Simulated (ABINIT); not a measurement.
# BP (F-43m): G0W0 in ABINIT against the exchange cutoff

Aim: move the exchange cutoff of a G0W0 run on BP (F-43m) over a wide range.

Main program and level: ABINIT 10.8.3; PBE and many-body steps on it, plane waves.

## Step 1: The structure

It takes space group F-43m (No. 216, cubic). The conventional cell has a = 4.538 Å, b = 4.538 Å, c = 4.538 Å, α = 90.00°, β = 90.00°, γ = 90.00°. Nearest to B lie 4 P at 1.97 Å. Nearest to P lie 4 B at 1.97 Å. Farther neighbours are not listed.

The cell and positions come from the Crystallography Open Database and are kept as given unless a step says otherwise.

## Step 2: Screening, 6×6×6 mesh, 17 bands, screening to 106.1 eV

This step: ABINIT 10.8.3; RPA screening on PBE, plane waves, norm-conserving pseudopotentials.

The RPA dielectric matrix is built and inverted for each q.

Contents of run.abi:

```
acell 3*1.0 Angstrom
rprim 
  0.000000000000 2.269000000000 2.269000000000
  2.269000000000 0.000000000000 2.269000000000
  2.269000000000 2.269000000000 0.000000000000
ntypat 2
znucl 5 15
natom 2
typat 1 2
xred 
  0.000000000000 0.000000000000 0.000000000000
  0.250000000000 0.250000000000 0.250000000000
pp_dirpath "pseudos"
pseudos "B.upf, P.upf"
ecut 34
ngkpt 6 6 6
nshiftk 1
shiftk 0 0 0
kptopt 1
chksymbreak 0
istwfk *1
occopt 1
irdwfk 1
optdriver 3
nband 17
ecuteps 3.9
inclvkb 2
awtr 1
symchi 1
indata_prefix "in"
outdata_prefix "out"
tmpdata_prefix "tmp"
```

Started as:

```sh
> OMP_NUM_THREADS=1 mpirun -n 4 abinit run.abi > log
```

The program printed:

```text
.Version 10.8.3 of ABINIT. v10.8.2 released Aug 2026.

 Symmetries : space group F-4 3 m (#216); Bravais cF (face-center cubic)
[... echo of the input left out ...]
== DATASET  1 ==================================================================
-   mpi_nproc: 4, omp_nthreads: 1 (-1 if OMP is not activated)

--- !DatasetInfo
iteration_state: {dtset: 1, }
dimensions: {natom: 2, nkpt: 16, mband: 17, nsppol: 1, nspinor: 1, nspden: 1, mpw: 1524, }
cutoff_energies: {ecut:  34.0, pawecutdg:  -1.0, }
electrons: {nelect:   8.00000000E+00, charge:   0.00000000E+00, occopt:   1.00000000E+00, tsmear:   1.00000000E-02, }

 SCREENING: Calculation of the susceptibility and dielectric matrices

 Based on a program developped by R.W. Godby, V. Olevano, G. Onida, and L. Reining.
 Incorporated in ABINIT by V. Olevano, G.-M. Rignanese, and M. Torrent.
.Using double precision arithmetic ; gwpc =  8

[... cell and pseudopotentials left out ...]
--------------------------------------------------------------------------------

 ==== K-mesh for the wavefunctions ====
 Number of points in the irreducible wedge :    16
[... list of points left out ...]
 Together with 24 symmetry operations and time-reversal symmetry
 yields   216 points in the full Brillouin Zone.

 ==== Q-mesh for the screening function ====
 Number of points in the irreducible wedge :    16
[... list of points left out ...]
 Together with 24 symmetry operations and time-reversal symmetry
 yields   216 points in the full Brillouin Zone.

 setmesh: FFT mesh size selected  =    24x   24x   24
          total number of points  =        13824

 vcoul_init : cutoff-mode = AUXILIARY_FUNCTION
 q-points for optical limit:   1
     1)      0.000010    0.000020    0.000030

- screening: taking advantage of time-reversal symmetry
- Maximum band index for partially occupied states nbvw = 4
- Remaining bands to be divided among processors   nbcw = 13
- Number of bands treated by each node ~3

 Number of electrons calculated from density =    8.0000; Expected =    8.0000
 average of density, n =  0.050741
 r_s =    1.6757
 omega_plasma =   21.7288 [eV]

 calculating chi0 at frequencies [eV] :
  1    0.000000E+00    0.000000E+00
  2    0.000000E+00    2.172879E+01

--------------------------------------------------------------------------------
  q-point number  1        q = ( 0.000000, 0.000000, 0.000000) [r.l.u.]
--------------------------------------------------------------------------------
[... chi0 elements left out ...]
 For q-point:  0.000010 0.000020 0.000030
  dielectric constant =   9.7033
  dielectric constant without local fields =  10.6362

  Average fulfillment of the sum rule on Im[epsilon] for q-point    1 :     35.66  [%]
[... wings left out ...]
  q-point number  2        q = ( 0.166667, 0.000000, 0.000000) [r.l.u.]
--------------------------------------------------------------------------------
[... chi0 elements left out ...]
  Average fulfillment of the sum rule on Im[epsilon] for q-point    2 :     79.84  [%]

 [... 14 further q-points ...]
```

Elapsed: 13 s, on 4 MPI ranks of Arm Neoverse N1, shared host; peak memory 0.41 GiB.

Numbers from this step:

| Item | Value |
| --- | --- |
| ε∞ with local fields, on this mesh, along the program's q direction | 9.703 |
| the same without local fields | 10.64 |
| plasma frequency | 21.73 eV |
| plane waves in the screening matrix | 59 |

Local fields lower ε∞ by 9 %.

## Step 3: 3.4 Ha

This step: G0W0 on PBE, plane waves, norm-conserving pseudopotentials.

Changes to run.abi since step 2:

```diff
@@ -23,8 +23,17 @@
 irdwfk 1
-optdriver 3
+optdriver 4
 nband 17
+gwcalctyp 0
+ecutsigx 3.4
+symsigma 1
+nkptgw 2
+kptgw 
+  0.0000000000 0.0000000000 0.0000000000
+  0.5000000000 0.5000000000 0.0000000000
+bdgw 
+  2 7
+  3 6
 ecuteps 3.9
-inclvkb 2
-awtr 1
-symchi 1
+irdscr 1
+ppmodel 1
 indata_prefix "in"
```

The program printed:

```text
.Version 10.8.3 of ABINIT. v10.8.2 released Aug 2026.

 Symmetries : space group F-4 3 m (#216); Bravais cF (face-center cubic)
[... echo of the input left out ...]
== DATASET  1 ==================================================================
-   mpi_nproc: 4, omp_nthreads: 1 (-1 if OMP is not activated)

--- !DatasetInfo
iteration_state: {dtset: 1, }
dimensions: {natom: 2, nkpt: 16, mband: 17, nsppol: 1, nspinor: 1, nspden: 1, mpw: 1524, }
cutoff_energies: {ecut:  34.0, pawecutdg:  -1.0, }
electrons: {nelect:   8.00000000E+00, charge:   0.00000000E+00, occopt:   1.00000000E+00, tsmear:   1.00000000E-02, }

 SIGMA: Calculation of the GW corrections

 Based on a program developped by R.W. Godby, V. Olevano, G. Onida, and L. Reining.
 Incorporated in ABINIT by V. Olevano, G.-M. Rignanese, and M. Torrent.
.Using double precision arithmetic ; gwpc =  8

[... cell and pseudopotentials left out ...]
--------------------------------------------------------------------------------

 ==== K-mesh for the wavefunctions ====
 Number of points in the irreducible wedge :    16
[... list of points left out ...]
 Together with 24 symmetry operations and time-reversal symmetry
 yields   216 points in the full Brillouin Zone.

 ==== Q-mesh for screening function ====
 Number of points in the irreducible wedge :    16
[... list of points left out ...]
 Together with 24 symmetry operations and time-reversal symmetry
 yields   216 points in the full Brillouin Zone.

 vcoul_init : cutoff-mode = AUXILIARY_FUNCTION
 q-points for optical limit:   1
     1)      0.000010    0.000020    0.000030
 setmesh: FFT mesh size selected  =    24x   24x   24
          total number of points  =        13824

 Number of electrons calculated from density =    8.0000; Expected =    8.0000
 average of density, n =  0.050741
 r_s =    1.6757
 omega_plasma =   21.7288 [eV]

 === KS Band Gaps ===
  >>>> For spin  1
   Minimum direct gap =   3.4068 [eV], located at k-point      :   0.0000  0.0000  0.0000
   Fundamental gap    =   1.3473 [eV], Top of valence bands at :   0.0000  0.0000  0.0000
                                       Bottom of conduction at :   0.5000  0.5000  0.0000
 SIGMA fundamental parameters:
 PLASMON POLE MODEL  1
 number of plane-waves for SigmaX                   59
 number of plane-waves for SigmaC and W             59
 number of plane-waves for wavefunctions          1459
 number of bands                                    17
 number of independent spin polarizations            1
 number of spinorial components                      1
 number of k-points in IBZ                          16
 number of q-points in IBZ                          16
 number of symmetry operations                      24
 number of k-points in BZ                          216
 number of q-points in BZ                          216
 number of frequencies for dSigma/dE                 9
 frequency step for dSigma/dE [eV]                0.25
 number of omega for Sigma on real axis              0
 max omega for Sigma on real axis  [eV]           0.00
 zcut for avoiding poles [eV]                     0.10

 EPSILON^-1 parameters (SCR file):
 dimension of the eps^-1 matrix on file             59
 dimension of the eps^-1 matrix used                59
 number of plane-waves for wavefunctions          1459
 number of bands                                    17
 number of q-points in IBZ                          16
 number of frequencies                               2
 number of real frequencies                          1
 number of imag frequencies                          1

 matrix elements of self-energy operator (all in [eV])

 Perturbative Calculation

--- !SelfEnergy_ee
iteration_state: {dtset: 1, }
kpoint     : [   0.000,    0.000,    0.000, ]
spin       : 1
KS_gap     :    3.407
QP_gap     :    4.248
Delta_QP_KS:    0.841
data: !SigmaeeData |
     Band     E0 <VxcDFT>   SigX SigC(E0)      Z dSigC/dE  Sig(E)    E-E0       E
        2   7.266 -13.300 -14.938   1.983   0.799  -0.251 -13.024   0.276   7.541
        3   7.266 -13.300 -14.938   1.983   0.799  -0.251 -13.024   0.276   7.541
        4   7.266 -13.300 -14.938   1.983   0.799  -0.251 -13.024   0.276   7.541
        5  10.672 -12.025  -7.148  -3.483   0.801  -0.248 -10.909   1.117  11.789
        6  10.672 -12.025  -7.148  -3.483   0.801  -0.248 -10.909   1.117  11.789
        7  10.672 -12.025  -7.148  -3.483   0.801  -0.248 -10.909   1.117  11.789

--- !SelfEnergy_ee
iteration_state: {dtset: 1, }
kpoint     : [   0.500,    0.500,    0.000, ]
spin       : 1
KS_gap     :    5.461
QP_gap     :    6.376
Delta_QP_KS:    0.915
data: !SigmaeeData |
     Band     E0 <VxcDFT>   SigX SigC(E0)      Z dSigC/dE  Sig(E)    E-E0       E
        3   3.152 -12.497 -15.928   3.283   0.778  -0.286 -12.612  -0.115   3.037
        4   3.152 -12.497 -15.928   3.283   0.778  -0.286 -12.612  -0.115   3.037
        5   8.613 -10.826  -6.482  -3.358   0.812  -0.232 -10.026   0.800   9.413
        6   8.933 -10.680  -6.216  -3.399   0.817  -0.224  -9.810   0.870   9.802

== END DATASET(S) ==============================================================
================================================================================

 -outvars: echo values of variables after computation  --------
           etotal      0.0000000000E+00
            nband          17
             nkpt          16
          spgroup         216
 [... the other variables as echoed above ...]

 Calculation completed.
```

It took 3.6 s on 4 MPI ranks; peak memory 0.36 GiB; 14 s of CPU time.

This step gave:

| Property | Result |
| --- | --- |
| G0W0 gap on the points computed | 1.872 eV |
| starting gap on the mesh | 1.347 eV |
| k of the valence top | 0, 0, 0 |
| k of the conduction bottom | 0.5, 0.5, 0 |
| Z at the valence top | 0.799 |
| Z at the conduction bottom | 0.812 |
| least direct G0W0 gap on the computed points | 4.248 eV |

## Step 4: 6.8 Ha

Changes to run.abi since step 3:

```diff
@@ -26,3 +26,3 @@
 gwcalctyp 0
-ecutsigx 3.4
+ecutsigx 6.8
 symsigma 1
```

The program printed:

```text
.Version 10.8.3 of ABINIT. v10.8.2 released Aug 2026.

 Symmetries : space group F-4 3 m (#216); Bravais cF (face-center cubic)
[... echo of the input left out ...]
== DATASET  1 ==================================================================
-   mpi_nproc: 4, omp_nthreads: 1 (-1 if OMP is not activated)

--- !DatasetInfo
iteration_state: {dtset: 1, }
dimensions: {natom: 2, nkpt: 16, mband: 17, nsppol: 1, nspinor: 1, nspden: 1, mpw: 1524, }
cutoff_energies: {ecut:  34.0, pawecutdg:  -1.0, }
electrons: {nelect:   8.00000000E+00, charge:   0.00000000E+00, occopt:   1.00000000E+00, tsmear:   1.00000000E-02, }

 SIGMA: Calculation of the GW corrections

 Based on a program developped by R.W. Godby, V. Olevano, G. Onida, and L. Reining.
 Incorporated in ABINIT by V. Olevano, G.-M. Rignanese, and M. Torrent.
.Using double precision arithmetic ; gwpc =  8

[... cell and pseudopotentials left out ...]
--------------------------------------------------------------------------------

 ==== K-mesh for the wavefunctions ====
 Number of points in the irreducible wedge :    16
[... list of points left out ...]
 Together with 24 symmetry operations and time-reversal symmetry
 yields   216 points in the full Brillouin Zone.

 ==== Q-mesh for screening function ====
 Number of points in the irreducible wedge :    16
[... list of points left out ...]
 Together with 24 symmetry operations and time-reversal symmetry
 yields   216 points in the full Brillouin Zone.

 vcoul_init : cutoff-mode = AUXILIARY_FUNCTION
 q-points for optical limit:   1
     1)      0.000010    0.000020    0.000030
 setmesh: FFT mesh size selected  =    24x   24x   24
          total number of points  =        13824

 Number of electrons calculated from density =    8.0000; Expected =    8.0000
[...]
number of omega for Sigma on real axis              0
 max omega for Sigma on real axis  [eV]           0.00
 zcut for avoiding poles [eV]                     0.10

 EPSILON^-1 parameters (SCR file):
 dimension of the eps^-1 matrix on file             59
 dimension of the eps^-1 matrix used                59
 number of plane-waves for wavefunctions          1459
 number of bands                                    17
 number of q-points in IBZ                          16
 number of frequencies                               2
 number of real frequencies                          1
 number of imag frequencies                          1

 matrix elements of self-energy operator (all in [eV])

 Perturbative Calculation

--- !SelfEnergy_ee
iteration_state: {dtset: 1, }
kpoint     : [   0.000,    0.000,    0.000, ]
spin       : 1
KS_gap     :    3.407
QP_gap     :    4.258
Delta_QP_KS:    0.851
data: !SigmaeeData |
     Band     E0 <VxcDFT>   SigX SigC(E0)      Z dSigC/dE  Sig(E)    E-E0       E
        2   7.266 -13.300 -15.027   1.983   0.799  -0.251 -13.095   0.205   7.471
        3   7.266 -13.300 -15.027   1.983   0.799  -0.251 -13.095   0.205   7.471
        4   7.266 -13.300 -15.027   1.983   0.799  -0.251 -13.095   0.205   7.471
[...]
--- !SelfEnergy_ee
iteration_state: {dtset: 1, }
kpoint     : [   0.500,    0.500,    0.000, ]
spin       : 1
KS_gap     :    5.461
QP_gap     :    6.386
Delta_QP_KS:    0.925
data: !SigmaeeData |
     Band     E0 <VxcDFT>   SigX SigC(E0)      Z dSigC/dE  Sig(E)    E-E0       E
[...]
5   8.613 -10.826  -6.518  -3.358   0.812  -0.232 -10.056   0.771   9.384
        6   8.933 -10.680  -6.262  -3.399   0.817  -0.224  -9.848   0.832   9.765

== END DATASET(S) ==============================================================
================================================================================

 -outvars: echo values of variables after computation  --------
           etotal      0.0000000000E+00
            nband          17
             nkpt          16
          spgroup         216
 [... the other variables as echoed above ...]

 Calculation completed.
```

Elapsed: 3.6 s, on 4 MPI ranks; peak memory 0.36 GiB.

Numbers from this step:

- G0W0 gap on the points computed: 1.913 eV
- starting gap on the mesh: 1.347 eV
- k of the valence top: 0, 0, 0
- k of the conduction bottom: 0.5, 0.5, 0
- Z at the valence top: 0.799
- Z at the conduction bottom: 0.812
- least direct G0W0 gap on the computed points: 4.257 eV

(Continued in part 2 of 2.)

[Paths, hosts, dates, memory and timing lines, banners, echoed tables and standing remarks are left out of the program output.]

[Logs are printed without paths, hosts, clocks, repeated set-up lines and the standing remarks that a program may print on its own settings, such as how far it seeks lower states.]

[Runs of the session that timed out or met a known fault of the program may be left out.]

[No measured gap is set beside runs whose start may be inverted or whose files or cutoffs have a known fault.]

[Hosts, paths, dates, database ids (printed as entryN), source tags and the programs' standing remarks are cut or masked in the printed files.]

[G0W0 gaps are taken among the corrected bands and points alone; a level outside them can change the order at an edge.]

[Where Ansatz stands beside ABINIT at settings called matched, ABINIT's density can come from a denser mesh and the files from another edition; pairs whose starting gaps differed by over 0.03 eV were left out, so agreement reads better than it is.]
